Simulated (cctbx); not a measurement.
# Which space group?

Cell: a = 8.4720 Å, b = 3.8460 Å, c = 6.7890 Å, α = 90.00°, β = 90.00°, γ = 90.00°. Expected content of the cell: Cd2 Ge2 Ni6 Ti2 Ca2.

The data are simulated with cctbx, not measured: Mo Kα, λ = 0.71073 Å, to d = 0.75 Å, 70 % of the full sphere, strongest reflection 5000 counts, noise from counting, a 1.5 % proportional error and a noise floor of 8 counts (s.d.); no absorption, some extinction.

A first pass over the reflections prints:

```text
1571 reflections to d = 0.750 A
centring   violations  <I/sigma> of those
    A        442 of   771      8.0
    B        412 of   780      6.7
    C        448 of   797      7.5
    I        511 of   796      8.4
    R        639 of  1040      8.4
    F        651 of  1174      7.4
Laue class    unique    Rint  (classes that these axes allow; Friedel mates merged)
P -1             1018   0.045
P 1 2/m 1         622   0.049
P 1 1 2/m         585   0.050
P 2/m 1 1         582   0.051
P m m m           360   0.055
space group    extra absences  I>4sigma  <I/sigma>
P 2 2 2                 0          0         -  acentric
P 21 2 2                7          0       0.4  acentric
P m m 2                 0          0         -  acentric
P 2 m m                 0          0         -  acentric
P m 2 m                 0          0         -  acentric
P 21 m a               69          0       0.2  acentric
P m 2 a                69          0       0.2  acentric
P m m m                 0          0         -  centric
P m m a                69          0       0.2  centric
Wilson B = 0.52 A^2   <|E^2-1|> = 0.827 (0.968 centric, 0.736 acentric)   E^2>4: 0.6 %
shell (A)         n   <I/sigma>
 8.47 - 1.50     58     19.8
 1.50 - 1.19     47     21.6
 1.19 - 1.04     42     18.0
 1.04 - 0.94     42     16.3
 0.94 - 0.88     44     15.7
 0.88 - 0.83     43     11.3
 0.83 - 0.78     36     11.7
 0.78 - 0.75     48     12.0
```

Q: Read the symmetry from these tables.

Every centring test has many violations, so the lattice is primitive.

Rint stays low (0.045 to 0.055) up to P m m m, the highest class in these axes.

9 settings pass the absence test. The most absences obeyed, 69, belong to P 21 m a, P m 2 a and P m m a, which absences can't tell apart.

⟨|E²−1|⟩ = 0.827 lies between the two ideal values. The Wilson B of 0.52 Å² means U ≈ 0.0066 Å².

The true group is Pmma (no. 51), Laue class mmm, centrosymmetric. The tables only narrow the choice to the tied entries; cell content, site symmetry and trial solutions must settle it.

This is a model crystal, built by substitution and not relaxed, with assumed displacement parameters.

[Logs are printed without paths, hosts, clocks, repeated set-up lines and the standing remarks that a program may print on its own settings, such as how far it seeks lower states.]
